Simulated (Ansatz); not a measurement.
# How Li(100) screens a field, part 2 of 2

Aim: image plane and induced charge of Li(100).

Ansatz 0.2.0; plane-wave DFT, r2SCAN, Ansatz PAW (the session's first sound run).

So far. Step 7 (Atoms held, field 0.15 V/Å): The dipole is 0.148 e·Å. Step 8 (The response): The induced dipole is that of a conductor 14.61 Å thick.

### Step 9. Varying the input: hamiltonian.pseudopotentials = {"kind": "nc"}

This step: plane-wave DFT, r2SCAN, Ansatz PAW, but for the change named below (Ansatz 0.2.0).

A run with a changed input: it repeats the earlier run at 0.03 V/Å with hamiltonian.pseudopotentials to kind: nc.

input.yaml reads:

```yaml
crystal:
  lattice:
    - [3.49, 0.0, 0.0]
    - [0.0, 3.49, 0.0]
    - [0.0, 0.0, 28.47]
  atoms:
    - { symbol: Li, position: [0.0, 0.0, 0.3161222339] }
    - { symbol: Li, position: [0.5, 0.5, 0.3774148226] }
    - { symbol: Li, position: [0.0, 0.0, 0.4387074113] }
    - { symbol: Li, position: [0.5, 0.5, 0.5] }
    - { symbol: Li, position: [0.0, 0.0, 0.5612925887] }
    - { symbol: Li, position: [0.5, 0.5, 0.6225851774] }
    - { symbol: Li, position: [0.0, 0.0, 0.6838777661] }
kpoints:
  mp_grid: { grid: [14, 14, 1] }
hamiltonian:
  xc: r2scan
  pseudopotentials: { kind: nc }
scf:
  occupations: { method: fermi_dirac, width: 0.1 }
  convergence: { dr2_threshold: 1.0e-10 }
efield:
  axis: 3
  dipole_correction: true
  ramp_position: 0.97
  ramp_width: 0.06
  amplitude: 0.03
output:
  forces: true
  write_potential: true
  write_density: true
  volumetric_format: npy
```

On the command line:

```bash
> ansatz run input.yaml --threads 2 --pin off --max-ram 3072MiB --backend cpu --events-out ev --progress --plain --runs-dir out
```

Output:

```text
[...]
Crystal: 7 atoms, lattice volume = 346.767 Å³
Basis set: ecut = 1034.032677 eV, 26097 PW (Γ), exchange–correlation on 160×160×1200 points (64 copies of the dense FFT grid, shifted against one another)
Bands: 18, of which v1, the nominal top of the filled ones, is band 11 counted from 1 (10 counted from 0)
Symmetry: 8 space group operations
k-points: 36 of 196
[...]
SCF iter   1: F=—  HF=-1401.855928 eV  |F-HF|=—  |Δ(HF+E_count)|=         —  Δρ=8.88e-3  dr2=1.07e1  dr2_τ=1.06e-2  ethr=3.10e-3  p=0.000 e·Å  D=1.29e-14 V/Å  ΔV_dip=-0.00 eV  dr2_dipole=1.83e-1  V_vac-E_F(+/−)=6.81/6.03 eV  ⟨swp⟩=12.1  Hψ=5638  notcnv=0
[...]
SCF iter  12: F=-1400.648223 eV  HF=-1400.648223 eV  |F-HF|=1.70e-10  |Δ(HF+E_count)|=  2.96e-10  Δρ=2.28e-8  dr2=1.13e-11  dr2_τ=3.77e-13  ethr=1.00e-12  p=0.029 e·Å  D=1.54e-2 V/Å  ΔV_dip=-0.44 eV  dr2_dipole=9.05e-14  V_vac-E_F(+/−)=3.19/2.84 eV  ⟨swp⟩=11.6  Hψ=4347  notcnv=0
SCF 1 converged in 12 iterations: F = -1400.648223 eV  dr2 = 1.13e-11
[...]
SCF converged after 12 iterations
Free energy (F): -1400.648223 eV
[...]
Internal energy: -1400.535223 eV  (E = F + TS)
E sigma→0 (E₀):  -1400.591723 eV
Entropy (-TS):   -0.113001 eV (-16.143 meV/atom)
Fermi energy:    -1.265934 eV
Dipole field:    D = 0.015390 V/Å  (p = 0.029493 e·Å, saw-weighted, corrected)
Work function:   not extracted (applied field tilts the vacuum); planar V_es + V_field profile in the machine report
[...]
--- Forces (eV/Å), atoms counted from 1 ---
  atom   1  Li    -0.00000000     0.00000000    -0.05792346
  atom   2  Li    -0.00000000     0.00000000     0.08914543
  atom   3  Li     0.00000000     0.00000000    -0.02137601
  atom   4  Li     0.00000000     0.00000000     0.00019570
  atom   5  Li     0.00000000     0.00000000     0.02132596
  atom   6  Li     0.00000000     0.00000000    -0.09001408
  atom   7  Li     0.00000000     0.00000000     0.05864704
  max |Σ_I F_I| component: 5.90e-7 eV/Å
--- Band table (eV; the first three rows and the last of 36) ---
  k-point 0: bands = [... 7 lower, -4.9704, -4.5169, -3.7348, -2.6946, -1.5691, -0.4391, 0.7799, 1.7458, ... 3 higher]
  k-point 1: bands = [... 7 lower, -4.9181, -4.4646, -3.6824, -2.6419, -1.5154, -0.3852, 0.8315, 1.8015, ... 3 higher]
  k-point 2: bands = [... 7 lower, -4.7608, -4.3074, -3.5256, -2.4851, -1.3582, -0.2308, 0.9721, 1.9462, ... 3 higher]
  k-point 35: bands = [... 7 lower, -0.7789, -0.7789, -0.2153, -0.2153, 0.7679, 0.7679, 2.0168, 2.0649, ... 3 higher]
```

It took 53 s on 2 threads of Intel Xeon Platinum 8559C (Emerald Rapids), shared host; peak memory 2.8 GiB; 1.7 min of CPU time.

This step gave:

```yaml
energy_at_zero_smearing: -1400.5917 eV
dipole_along_the_normal: 0.02949 e·Å
```

Force by atom:

| atom | x (eV/Å) | y (eV/Å) | z (eV/Å) | size |
| --- | --- | --- | --- | --- |
| Li1 | 0.0000 | 0.0000 | -0.0579 | 0.0579 |
| Li2 | 0.0000 | 0.0000 | 0.0891 | 0.0891 |
| Li3 | 0.0000 | 0.0000 | -0.0214 | 0.0214 |
| Li4 | 0.0000 | 0.0000 | 0.0002 | 0.0002 |
| Li5 | 0.0000 | 0.0000 | 0.0213 | 0.0213 |
| Li6 | 0.0000 | 0.0000 | -0.0900 | 0.0900 |
| Li7 | 0.0000 | 0.0000 | 0.0586 | 0.0586 |

| quantity | this run | earlier run | difference |
| --- | --- | --- | --- |
| dipole along the normal (e·Å) | 0.02949 | 0.02949 | 1.5e-6 |

The dipole moves by under 0.5 % or 5e-5 e·Å. The run took 12 SCF cycles against 9.

### Step 10. A changed input

This step: plane-wave DFT, r2SCAN, Ansatz PAW (Ansatz 0.2.0).

Another changed input: it repeats the earlier run at 0.03 V/Å with scf.algorithm to direct_min, kpoints.mp_grid.grid from [14, 14, 1] to [9, 9, 1] and accuracy to medium.

Changes to input.yaml since step 9:

```diff
@@ -14,6 +14,5 @@
 kpoints:
-  mp_grid: { grid: [14, 14, 1] }
+  mp_grid: { grid: [9, 9, 1] }
 hamiltonian:
   xc: r2scan
-  pseudopotentials: { kind: nc }
 scf:
@@ -21,2 +20,3 @@
   convergence: { dr2_threshold: 1.0e-10 }
+  algorithm: direct_min
 efield:
@@ -32 +32,2 @@
   volumetric_format: npy
+accuracy: medium
```

Output:

```text
[...]
Crystal: 7 atoms, lattice volume = 346.767 Å³
Basis set: ecut = 500 eV, 8799 PW (Γ), exchange–correlation on 108×108×864 points (64 copies of the dense FFT grid, shifted against one another)
Bands: 18, of which v1, the nominal top of the filled ones, is band 11 counted from 1 (10 counted from 0)
Symmetry: 8 space group operations
k-points: 15 of 81
[...]
SCF iter   1: F=—  HF=-1435.284103 eV  |F-HF|=—  |Δ(HF+E_count)|=         —  Δρ=2.12e-3  dr2=8.98e-1  dr2_τ=1.85e-3  ethr=1.77e-3  p=0.000 e·Å  D=2.00e-14 V/Å  ΔV_dip=-0.00 eV  dr2_dipole=6.04e-1  V_vac-E_F(+/−)=3.24/2.46 eV  ⟨swp⟩=13.0  Hψ=1719  notcnv=0
[...]
SCF iter   8: F=-1435.267785 eV  HF=-1435.267785 eV  |F-HF|=2.27e-13  |Δ(HF+E_count)|=  1.91e-11  Δρ=9.09e-9  dr2=2.07e-12  dr2_τ=6.13e-15  ethr=1.57e-12  p=0.029 e·Å  D=1.54e-2 V/Å  ΔV_dip=-0.44 eV  dr2_dipole=2.00e-13  V_vac-E_F(+/−)=3.19/2.84 eV  ⟨swp⟩=3.0  Hψ=486  notcnv=0  defer=1
SCF 1 converged in 8 iterations: F = -1435.267785 eV  dr2 = 2.07e-12
  Residual-converged pass: ⟨swp⟩=5.2  Hψ=872  notcnv=0  max |occ|·‖R‖ = 1.0e-8 eV (tolerance 1.0e-8 eV)  dr2=2.58e-12  dr2_τ=6.50e-15  dr2_onsite=1.57e-13  max |Δocc| = 1.0e-8
[...]
SCF converged after 8 iterations
Stability not checked: this state was not tested for a lower state beside it, because a direct minimisation reached the state, and no test of it is asked (direct_minimisation; see scf.lower_state_search)
Free energy (F): -1435.267785 eV
[...]
Internal energy: -1435.150343 eV  (E = F + TS)
E sigma→0 (E₀):  -1435.209064 eV
Entropy (-TS):   -0.117442 eV (-16.777 meV/atom)
Fermi energy:    -1.240921 eV
Dipole field:    D = 0.015380 V/Å  (p = 0.029474 e·Å, saw-weighted, corrected)
Work function:   not extracted (applied field tilts the vacuum); planar V_es + V_field profile in the machine report
[...]
--- Forces (eV/Å), atoms counted from 1 ---
  atom   1  Li     0.00000000     0.00000000    -0.05156569
  atom   2  Li     0.00000000     0.00000000     0.08890216
  atom   3  Li     0.00000000     0.00000000    -0.02222434
  atom   4  Li    -0.00000000     0.00000000     0.00016946
  atom   5  Li     0.00000000     0.00000000     0.02222042
  atom   6  Li     0.00000000     0.00000000    -0.08980577
  atom   7  Li     0.00000000     0.00000000     0.05230281
  max |Σ_I F_I| component: 9.43e-7 eV/Å
--- Band table (eV; the first three rows and the last of 15) ---
  k-point 0: bands = [... 7 lower, -4.9290, -4.4746, -3.6921, -2.6536, -1.5288, -0.3981, 0.8195, 1.7757, ... 3 higher]
  k-point 1: bands = [... 7 lower, -4.8020, -4.3477, -3.5653, -2.5262, -1.3999, -0.2695, 0.9409, 1.9064, ... 3 higher]
  k-point 2: bands = [... 7 lower, -4.4201, -3.9670, -3.1873, -2.1533, -1.0390, 0.0502, 1.0712, 1.6713, ... 3 higher]
  k-point 14: bands = [... 7 lower, -1.1291, -0.6522, -0.6104, -0.0889, 0.2686, 0.8937, 1.3624, 2.0975, ... 3 higher]
```

Elapsed: 32 s, on 2 threads; peak memory 0.61 GiB; 64 s of CPU time.

| quantity | this run | earlier run | difference |
| --- | --- | --- | --- |
| dipole along the normal (e·Å) | 0.02947 | 0.02949 | -1.7e-5 |

The dipole moves by under 0.5 % or 5e-5 e·Å. The run took 8 SCF cycles against 9.

The change did no harm here.

### Step 11. Summary of results

```yaml
work_function: 3.03 eV
image_plane_upper_face: 2.12 Å
induced_electrons_on_the_upper_face_over_eps_0e: -0.991
equivalent_conductor_thickness_p_eps_0ae: 14.6 Å
inner_field_over_outer_field: 0.00425
```

What this shows: The induced charge has its centre 2.12 Å outside the outermost atoms; this is the plane from which a capacitor's gap or an image potential counts. The equivalent conductor thickness exceeds the distance between the outer atoms by 4.14 Å, about the sum of the two image-plane distances. In the middle of the slab the field is screened to under 0.5 % of its outer value. The atoms are held at bulk positions with the tabulated experimental lattice constant.

[Logs are printed without paths, hosts, clocks, repeated set-up lines and the standing remarks that a program may print on its own settings, such as how far it seeks lower states.]

[Hosts, paths, dates, database ids (printed as entryN), source tags and the programs' standing remarks are cut or masked in the printed files.]

[Maps of the electrostatic potential energy from Ansatz leave out the sawtooth potential of an applied field or a dipole correction, so their vacuum need not be flat; planar profiles and work functions include it.]
